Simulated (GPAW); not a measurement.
# SiO2 (Stishovite, P4_2/mnm): the Si K absorption edge, part 2 of 2

What does one-electron theory with a core hole give for the Si K edge of SiO2 (Stishovite, P4_2/mnm)?

GPAW 26.7.0; X-ray absorption from dipole matrix elements to empty bands, plane-wave PAW PBE.

So far. Step 2 (Ground state of the crystal): The mesh shows a gap of 5.64 eV, so the hole is first treated in a charged cell, without the excited electron. Step 3 (Spectrum without a core hole, Si atom 1): Main maxima below 24 eV (height): 8.3 eV (2.21) and 19.8 eV (0.65). A K edge sees empty p states on the absorber.

**5. Spectrum with FCH, Si atom 1**

The holes are 5.0 Å apart. In GPAW the data set carries the hole's charge, so charge=0 means a charged cell and charge=-1 a neutral one. The excited electron is left out and a uniform background balances the charge. After the field has converged, empty bands are computed with the density fixed and the dipole matrix elements are summed.

Input file xas.py:

```python
import numpy as np
from ase import Atoms
from ase.parallel import parprint, paropen
from gpaw import GPAW, PW, FermiDirac, Mixer, MixerDif, setup_paths
from gpaw.test import gen
setup_paths.insert(0, '.')
gen('Si', name='fch1s', xcname='PBE', corehole=(1, 0, 1), write_xml=True)

atoms = Atoms('Si4O8',
    cell=[[4.1773, 0, 2.6652],
     [0, 4.1773, 2.6652],
     [0, -4.1773, 2.6652]],
    scaled_positions=[[0.5, 0.25, 0.75],
     [0.5, 0.75, 0.25],
     [0, 0, 0],
     [0, 0.5, 0.5],
     [0.8059, 0.9441, 0.75],
     [0.8059, 0.4441, 0.25],
     [0.6941, 0, 0.3059],
     [0.6941, 0.5, 0.8059],
     [0.1941, 0.5559, 0.75],
     [0.1941, 0.0559, 0.25],
     [0.3059, 0, 0.6941],
     [0.3059, 0.5, 0.1941]],
    pbc=True)
atoms.calc = calc = GPAW(legacy_gpaw=True, mode=PW(500), xc='PBE', setups={0: 'fch1s'},
    kpts={'size': (5, 5, 5), 'gamma': True}, occupations=FermiDirac(0.02),
    charge=0, mixer=Mixer(0.1, 5, 50), maxiter=150,
    convergence={'density': 0.0001}, txt='scf.txt')
energy = atoms.get_potential_energy() + calc.get_reference_energy()
ef = calc.get_fermi_level()
out = dict(energy=energy, fermi=ef, forces=atoms.get_forces().tolist())
parprint(f'all-electron energy {energy:.4f} eV, Fermi level {ef:.4f} eV')
ev = np.array([[calc.get_eigenvalues(k, s) for k in range(len(calc.get_ibz_k_points()))] for s in range(calc.get_number_of_spins())])
out['homo'], out['lumo'], out['counts'] = ev[ev < ef].max(), ev[ev > ef].min(), sorted(set((ev < ef).sum((0, 2)).tolist()))
out['filled'] = (ev[:, 0] < ef).sum(1).tolist()

from gpaw.xas import XAS
nb = int(calc.get_number_of_electrons() / 2) + 58
top, nb = nb, nb + 8 + nb // 12
nscf = calc.fixed_density(kpts={'size': (6, 6, 6), 'gamma': True}, nbands=nb,
    convergence={'bands': top, 'eigenstates': 1e-5}, maxiter=60, txt='nscf.txt')
cell = atoms.cell.array
ops = [cell.T @ U.T @ np.linalg.inv(cell.T) for U in nscf.wfs.kd.symmetry.op_scc]
filled = [32]  # bands filled in the ground state, by spin
E = np.arange(-6, 34, 0.1)
fwhm = np.interp(E, [4, 25], [0.9, 3.5])
Y, X, zero, highest = 0, 0, 1e9, 1e9
for spin in range(nscf.get_number_of_spins()):
    xas = XAS(nscf, mode='all', center=0, spin=spin)
    eps = xas.eps_kn
    d = xas.sigma_cmkn  # core-to-band dipole matrix elements, k weights included
    T = np.einsum('amkn,bmkn->abkn', d, d.conj()).real
    T = sum(np.einsum('ai,ijkn,bj->abkn', R, T, R) for R in ops) / len(ops)
    empty = np.ones_like(eps, bool) & (np.arange(nb) >= filled[spin])
    zero, highest = min(zero, eps[empty].min()), min(highest, eps[:, top - 1].min())
    lines = [(eps, T, empty)] if spin == 0 else lines + [(eps, T, empty)]
for eps, T, empty in lines:
    f = np.einsum('aakn->akn', T).reshape(3, -1)
    x = eps.ravel() - zero
    w = np.interp(x, E, fwhm) / 2.35482
    g = np.exp(-0.5 * ((E[:, None] - x) / w) ** 2) / (w * (2 * np.pi) ** 0.5)
    Y = Y + (f * empty.ravel()) @ g.T
    X = X + (f * ~empty.ravel()) @ g.T
out.update(E=E.round(2).tolist(), xas=Y.tolist(), xes=X.tolist(), zero=zero, valid=highest - zero, nk=len(eps), nb=nb)
for i in range(0, len(E), 10):
    parprint(f'{E[i]:7.2f}', *(f'{v:10.3e}' for v in Y[:, i]))
import json
with paropen('out.json', 'w') as f:
    json.dump(out, f)
```

Command:

```sh
OMP_NUM_THREADS=1 python xas.py
```

Numbers of over 12 decimals in the logs are rounded to 6 here.

The program printed:

```text
Input parameters:
  convergence: {density: 0.0001}
  kpts: {gamma: True,
         size: (5, 5, 5)}
  maxiter: 150
  mixer: {backend: pulay,
          beta: 0.1,
          method: separate,
          nmaxold: 5,
          weight: 50}
  mode: {ecut: 500.0,
         name: pw}
  occupations: {fixmagmom: False,
                name: fermi-dirac,
                width: 0.02}
  setups: {0: fch1s}
  xc: PBE

Initialize ...

[... PAW data sets ...]

Reference energy: -46010.787864  # eV

Spin-paired calculation

[... convergence settings ...]
Symmetries present (total): 4
  [... symmetry matrices ...]

125 k-points: 5 x 5 x 5 Monkhorst-Pack grid
27 k-points in the irreducible part of the Brillouin zone
       k-points in crystal coordinates                weights
   0:     0.00000000    0.00000000    0.00000000          1/125
   1:     0.20000000   -0.20000000    0.20000000          2/125
   2:     0.20000000    0.00000000    0.00000000          4/125
   3:     0.20000000    0.00000000    0.20000000          4/125
   4:     0.20000000    0.20000000   -0.20000000          2/125
   5:     0.20000000    0.20000000    0.00000000          4/125
   6:     0.20000000    0.20000000    0.20000000          2/125
   7:     0.40000000   -0.40000000    0.00000000          8/125
   8:     0.40000000   -0.40000000    0.40000000          2/125
   9:     0.40000000   -0.20000000   -0.20000000          8/125
          ...
  26:     0.40000000    0.40000000    0.40000000          2/125

Wave functions: Plane wave expansion
  Cutoff energy: 500.000 eV
  Number of coefficients (min, max): 2350, 2390
  Pulay-stress correction: 0.000000 eV/Ang^3 (de/decut=0.000000)
  Using FFTW library
  Wavefunction extrapolation:
    Improved wavefunction reuse through dual PAW basis

Occupation numbers: Fermi-Dirac:
  width: 0.0200  # eV

Eigensolver
   Davidson(niter=2)

Densities:
  Coarse grid: 27*27*27 grid
  Fine grid: 54*54*54 grid
  Total Charge: 1.000000

Density mixing:
  Method: separate
  Backend: pulay
  Linear mixing parameter: 0.1
  old densities: 5
  Width of damping distribution: 1.1
  Damping of long wavelength oscillations: 50

[... Hamiltonian set-up ...]
Number of atoms: 12
Number of atomic orbitals: 48
Number of bands in calculation: 43
Number of valence electrons: 64
Bands to converge: occupied

... initialized

Initializing position-dependent things.

Density initialized from atomic densities
Creating initial wave functions:
  43 bands from LCAO basis set

                  O

                Si
               O  O
           O O
         Si  Si
               O
          OO
         Si

Atomic positions and initial magnetic moments

Positions:
   0 Si     2.088650   -2.088650    3.997800    ( 0.0000,  0.0000,  0.0000)
   1 Si     2.088650    2.088650    3.997800    ( 0.0000,  0.0000,  0.0000)
   2 Si     0.000000    0.000000    0.000000    ( 0.0000,  0.0000,  0.0000)
   3 Si     0.000000    0.000000    2.665200    ( 0.0000,  0.0000,  0.0000)
   4 O      3.366486    0.810814    6.663000    ( 0.0000,  0.0000,  0.0000)
   5 O      3.366486    0.810814    3.997800    ( 0.0000,  0.0000,  0.0000)
   6 O      2.899464   -1.277836    2.665200    ( 0.0000,  0.0000,  0.0000)
   7 O      2.899464   -1.277836    5.330400    ( 0.0000,  0.0000,  0.0000)
   8 O      0.810814   -0.810814    3.997800    ( 0.0000,  0.0000,  0.0000)
   9 O      0.810814   -0.810814    1.332600    ( 0.0000,  0.0000,  0.0000)
  10 O      1.277836   -2.899464    2.665200    ( 0.0000,  0.0000,  0.0000)
  11 O      1.277836    1.277836    2.665200    ( 0.0000,  0.0000,  0.0000)

Unit cell:
           periodic     x           y           z      points  spacing
  1. axis:    yes    4.177300    0.000000    2.665200    27     0.1547
  2. axis:    yes    0.000000    4.177300    2.665200    27     0.1466
  3. axis:    yes    0.000000   -4.177300    2.665200    27     0.1466

  Lengths:   4.955111   4.955111   4.955111
  Angles:  114.922638  73.183773  73.183773

Effective grid spacing dv^(1/3) = 0.1678

iter:   1  -113.731291
iter:   2  -110.460228   -1.28  -0.80
iter:   3  -106.693312   -0.99  -0.90
iter:   4  -107.307564   -1.75  -1.29
iter:   5  -107.001129   -1.87  -1.53
iter:   6  -106.979732   -3.33  -2.24
iter:   7  -106.978679c  -4.24  -2.66
iter:   8  -106.978715c  -4.61  -2.89
iter:   9  -106.978432c  -5.01  -3.13
iter:  10  -106.978416c  -6.83  -3.58
iter:  11  -106.978407c  -6.06  -3.69
iter:  12  -106.978406c  -7.15  -4.03c
iter:  13  -106.978405c  -7.05  -4.11c
iter:  14  -106.978404c  -7.77c -4.42c

Converged after 14 iterations.

Dipole moment: (0.000000, -0.339245, 0.093102) |e|*Ang

Energy contributions relative to reference atoms: (reference = -46010.787864)

Kinetic:        +44.384540
Potential:      -48.888450
External:        +0.000000
XC:            -101.134421
Entropy (-ST):   -0.000000
Local:           -1.340074
SIC:             +0.000000
--------------------------
Free energy:   -106.978404
Extrapolated:  -106.978404

Showing only first 2 kpts
 Kpt  Band  Eigenvalues  Occupancy
  0    30      8.03419    2.00000
  0    31      8.82325    2.00000
  0    32     12.14443    0.00000
  0    33     15.25347    0.00000

  1    30      7.73569    2.00000
  1    31      8.24832    2.00000
  1    32     13.28692    0.00000
[...]
Fermi level: 9.81223

Gap: 3.321 eV
Transition (v -> c):
  (s=0, k=0, n=31, [0.00, 0.00, 0.00]) -> (s=0, k=0, n=32, [0.00, 0.00, 0.00])
No difference between direct/indirect transitions

Forces in eV/Ang:
  0 Si    0.00000   -0.00000    0.00000
  1 Si    0.00000   -0.00000    0.00000
  2 Si    0.00000    0.00000    1.75263
  3 Si   -0.00000   -0.00000   -1.75263
  4 O    -0.72912    0.72912   -0.00013
  5 O    -0.29918    0.29918    0.00013
  6 O    -0.61756   -0.61756    1.21019
  7 O    -0.61766   -0.61766   -1.21019
  8 O     0.72912   -0.72912   -0.00013
  9 O     0.29918   -0.29918    0.00013
 10 O     0.61756    0.61756    1.21019
 11 O     0.61766    0.61766   -1.21019
Scalar-relativistic atomic PBE calculation for Si (Silicon, Z=14)
Core hole in 1s state (1s occupation: 1.0)
450 radial gridpoints.
|------------------------------------------------|
|------------------------------------------------|
[... the atom generator's iteration count ...]

Energy contributions:
-------------------------
Kinetic:     +221.745190
XC:           -16.785200
Potential:   -426.372331
-------------------------
Total:       -221.412342

state      eigenvalue         ekin         rmax
-----------------------------------------------
1s^1.0 :   -71.206846    96.114624        0.072
2s^2.0 :    -6.491723    14.943914        0.433
2p^6.0 :    -4.995075    14.633345        0.356
3s^2.0 :    -0.832019     2.235437        1.584
3p^2.0 :    -0.528006     1.735896        1.752
-----------------------------------------------
(units: Bohr and Hartree)

Generating PAW setup
Kinetic energy of the core from tauc = 214.240136
Cutoffs:
rc(s)=2.000
rc(p)=2.000
rc(d)=2.000
rc(vbar)=1.800
rc(comp)=2.000
rc(nct)=2.000

Kinetic energy of the core states: 213.802523
Charge: 1.0
Core electrons: 9.0
Valence electrons: 4.0
Pseudo-core charge: 0.074419
Shape function alpha=2.500
Pseudo-electron charge 4.463919
state    eigenvalue         norm
--------------------------------
3s(2) :    -0.832019     1.189601
*s    :     0.167981
3p(2) :    -0.528006     1.005149
*p    :     0.471994
*d    :     0.000000
--------------------------------

Diagonalizing with gridspacing h=0.050

state   all-electron     PAW
-------------------------------
3s:      -0.832019    -0.832268
3p:      -0.528006    -0.528057
*d:                   -0.145245
*f:                   -0.019937
-------------------------------
all-electron energy -46117.7663 eV, Fermi level 9.8122 eV
[...]
31.00  3.315e-06  3.315e-06  3.209e-06
  32.00  3.167e-06  3.167e-06  2.969e-06
  33.00  2.959e-06  2.959e-06  2.797e-06
```

Wall time 5 min (1 thread of Arm Neoverse V2, shared host); peak memory 0.55 GiB.

The Si K spectrum, Si atom 1, full core hole (charged cell) (energy from the lowest empty level; intensity scaled to a mean of 1 over the first 20 eV; polarised curves are means over the symmetry-equivalent atoms):

```
E (eV)  isotropic  ε ⊥ c  ε ∥ c
  -2.0       0.00   0.00   0.00
  -1.0       0.00   0.00   0.00
   0.0       0.01   0.01   0.00
   1.0       0.07   0.09   0.02
   2.0       0.10   0.14   0.03
   3.0       0.46   0.60   0.19
   4.0       3.22   3.80   2.08
   5.0       3.98   4.85   2.22
   6.0       3.83   3.96   3.58
   7.0       1.70   0.69   3.73
   8.0       0.94   0.54   1.74
   9.0       0.88   0.65   1.35
  10.0       0.80   0.77   0.86
  11.0       0.65   0.57   0.83
  12.0       0.52   0.41   0.72
  13.0       0.40   0.32   0.54
  14.0       0.39   0.32   0.52
  15.0       0.37   0.32   0.48
  16.0       0.34   0.30   0.41
  17.0       0.32   0.32   0.31
  18.0       0.34   0.38   0.25
  19.0       0.39   0.46   0.26
  20.0       0.43   0.50   0.30
  21.0       0.44   0.49   0.33
  22.0       0.43   0.47   0.35
  23.0       0.42   0.45   0.35
  24.0       0.42   0.44   0.37
  25.0       0.43   0.44   0.41
  26.0       0.45   0.45   0.44
  27.0       0.43   0.44   0.42
```

Main maxima below 24 eV (height): 5.5 eV (4.42). 

The hole costs E(hole) − E(ground) = 1844.53 eV, and the lowest empty level of the hole cell on the spectrum's mesh lies at 12.14 eV, which puts the zero at 1856.67 eV. One term is added: -14.97 eV, since the hole is spin-paired here and a spin-polarised one costs that much less in the free atom (computed apart). The photon energy is then 1841.70 eV. The tabulated edge of the element is 1839 eV. The functional and the charged cell's background leave an error of a few eV in such absolute values.

**6. Excitation energy, Si atom 1**

With the excited electron kept in the cell the system stays neutral, and the energy difference is an excitation energy by itself. In a small cell that electron takes up a good share of the lowest empty band, or all of one, which shifts the value from the true onset.

Changed against the first core-hole run: core hole to XCH, with the smearing that suits a partly filled band.

Input file scf.py:

```python
import numpy as np
from ase import Atoms
from ase.parallel import parprint, paropen
from gpaw import GPAW, PW, FermiDirac, Mixer, MixerDif, setup_paths
from gpaw.test import gen
setup_paths.insert(0, '.')
gen('Si', name='fch1s', xcname='PBE', corehole=(1, 0, 1), write_xml=True)

atoms = Atoms('Si4O8',
    cell=[[4.1773, 0, 2.6652],
     [0, 4.1773, 2.6652],
     [0, -4.1773, 2.6652]],
    scaled_positions=[[0.5, 0.25, 0.75],
     [0.5, 0.75, 0.25],
     [0, 0, 0],
     [0, 0.5, 0.5],
     [0.8059, 0.9441, 0.75],
     [0.8059, 0.4441, 0.25],
     [0.6941, 0, 0.3059],
     [0.6941, 0.5, 0.8059],
     [0.1941, 0.5559, 0.75],
     [0.1941, 0.0559, 0.25],
     [0.3059, 0, 0.6941],
     [0.3059, 0.5, 0.1941]],
    pbc=True)
atoms.calc = calc = GPAW(legacy_gpaw=True, mode=PW(500), xc='PBE', setups={0: 'fch1s'},
    kpts={'size': (5, 5, 5), 'gamma': True}, occupations=FermiDirac(0.04),
    charge=-1, mixer=Mixer(0.1, 5, 50), maxiter=150,
    convergence={'density': 0.0001}, txt='scf.txt')
energy = atoms.get_potential_energy() + calc.get_reference_energy()
ef = calc.get_fermi_level()
out = dict(energy=energy, fermi=ef, forces=atoms.get_forces().tolist())
parprint(f'all-electron energy {energy:.4f} eV, Fermi level {ef:.4f} eV')
ev = np.array([[calc.get_eigenvalues(k, s) for k in range(len(calc.get_ibz_k_points()))] for s in range(calc.get_number_of_spins())])
out['homo'], out['lumo'], out['counts'] = ev[ev < ef].max(), ev[ev > ef].min(), sorted(set((ev < ef).sum((0, 2)).tolist()))
out['filled'] = (ev[:, 0] < ef).sum(1).tolist()
import json
with paropen('out.json', 'w') as f:
    json.dump(out, f)
```

Command:

```sh
OMP_NUM_THREADS=1 python scf.py
```

The program printed:

```text
Input parameters:
  charge: -1
  convergence: {density: 0.0001}
  kpts: {gamma: True,
         size: (5, 5, 5)}
  maxiter: 150
  mixer: {backend: pulay,
          beta: 0.1,
          method: separate,
          nmaxold: 5,
          weight: 50}
  mode: {ecut: 500.0,
         name: pw}
  occupations: {fixmagmom: False,
                name: fermi-dirac,
                width: 0.04}
  setups: {0: fch1s}
  xc: PBE

[...]
3s(2) :    -0.832019     1.189601
*s    :     0.167981
3p(2) :    -0.528006     1.005149
*p    :     0.471994
*d    :     0.000000
--------------------------------

Diagonalizing with gridspacing h=0.050

state   all-electron     PAW
-------------------------------
3s:      -0.832019    -0.832268
3p:      -0.528006    -0.528057
*d:                   -0.145245
*f:                   -0.019937
-------------------------------
all-electron energy -46104.1311 eV, Fermi level 14.3818 eV
[key lines of the parts left out:]
Converged after 15 iterations.
Dipole moment: (0.000000, 0.031502, -0.048902) |e|*Ang
Free energy:    -93.348209
Fermi level: 14.38182
```

Run time: 84 s. Hardware: 1 thread; peak memory 0.27 GiB.

The total-energy difference is 1858.16 eV. With the free-atom term of -14.97 eV for this edge, the photon energy is 1843.19 eV.

**7. With and without the hole**

Both curves are counted from their own zero, so only the shift of weight within the empty states shows.

```
E (eV)  no hole   FCH
  -2.0     0.00  0.00
  -1.0     0.00  0.00
   0.0     0.00  0.01
   1.0     0.02  0.07
   2.0     0.21  0.10
   3.0     0.57  0.46
   4.0     1.07  3.22
   5.0     1.64  3.98
   6.0     2.00  3.83
   7.0     2.00  1.70
   8.0     2.18  0.94
   9.0     2.09  0.88
  10.0     1.63  0.80
  11.0     1.04  0.65
  12.0     0.86  0.52
  13.0     0.84  0.40
  14.0     0.75  0.39
  15.0     0.58  0.37
  16.0     0.48  0.34
  17.0     0.51  0.32
  18.0     0.56  0.34
  19.0     0.62  0.39
  20.0     0.64  0.43
  21.0     0.59  0.44
  22.0     0.52  0.43
  23.0     0.51  0.42
  24.0     0.53  0.42
  25.0     0.52  0.43
  26.0     0.48  0.45
```

With each curve scaled to its own mean, the area from −2 to 6 eV with the hole is 10.0 against 4.5, and the centre of weight from −1 to 20 eV moves by -1.9 eV: the hole pulls the absorber's empty states down.

**8. Outcome**

| Property | Result |
| --- | --- |
| absorber and edge | Si K, atom 1 of the ground-state input (counted from 1) |
| surroundings | 4 O at 1.76 Å and 2 O at 1.81 Å (octahedral, site symmetry mmm) |
| highest intensity below 16 eV | 5.5 eV above the zero, height 4.42 |
| photon energy of the zero, with the added terms | 1841.7 eV (raw 1856.7 eV; uncertain by a few eV) |

What this shows: The Si K edge of atom 1, with 4 O at 1.76 Å and 2 O at 1.81 Å (octahedral, site symmetry mmm), has its highest intensity of the first 16 eV at 5.5 eV above the zero, near 1847 eV in photon energy (uncertain by a few eV), 4.4 times the mean level of the first 20 eV (Gaussian full width 0.9 eV up to 4 eV, rising linearly to 3.5 eV at 25 eV). With each curve scaled to its own mean, the area from −2 to 6 eV with the hole is 10.0 against 4.5, and the centre of weight from −1 to 20 eV moves by -1.9 eV: the hole pulls the absorber's empty states down. The neutral-cell energy lies +1.5 eV from the charged-cell zero, a gap made of the charged-cell error and of where the added electron settles. At the Si K edge of atom 1 polarisation matters most near 6.9 eV, where the curves differ by 3.1 on this scale. The holes are only 5.0 Å apart, so the shape is probably not converged with cell size; no larger cell was run here. The mesh is coarse (0.26 Å⁻¹ between points), so small maxima may be mesh ripples. The structure is a published determination, not relaxed.

[Banner, clock and machine lines of the logs are left out without a mark of their own.]

[Logs are printed without paths, hosts, clocks, repeated set-up lines and the standing remarks that a program may print on its own settings, such as how far it seeks lower states.]

[Hosts, paths, dates, database ids (printed as entryN), source tags and the programs' standing remarks are cut or masked in the printed files.]

[Lists of maxima count a maximum above −3 eV only where it reaches 4 % of the highest in the window and stands out from its surroundings by 2 % of it (1.5 % where it reaches 55 %); shoulders and weaker maxima are passed over, and of the rest the first, up to two pre-edge ones and the few strongest are named.]
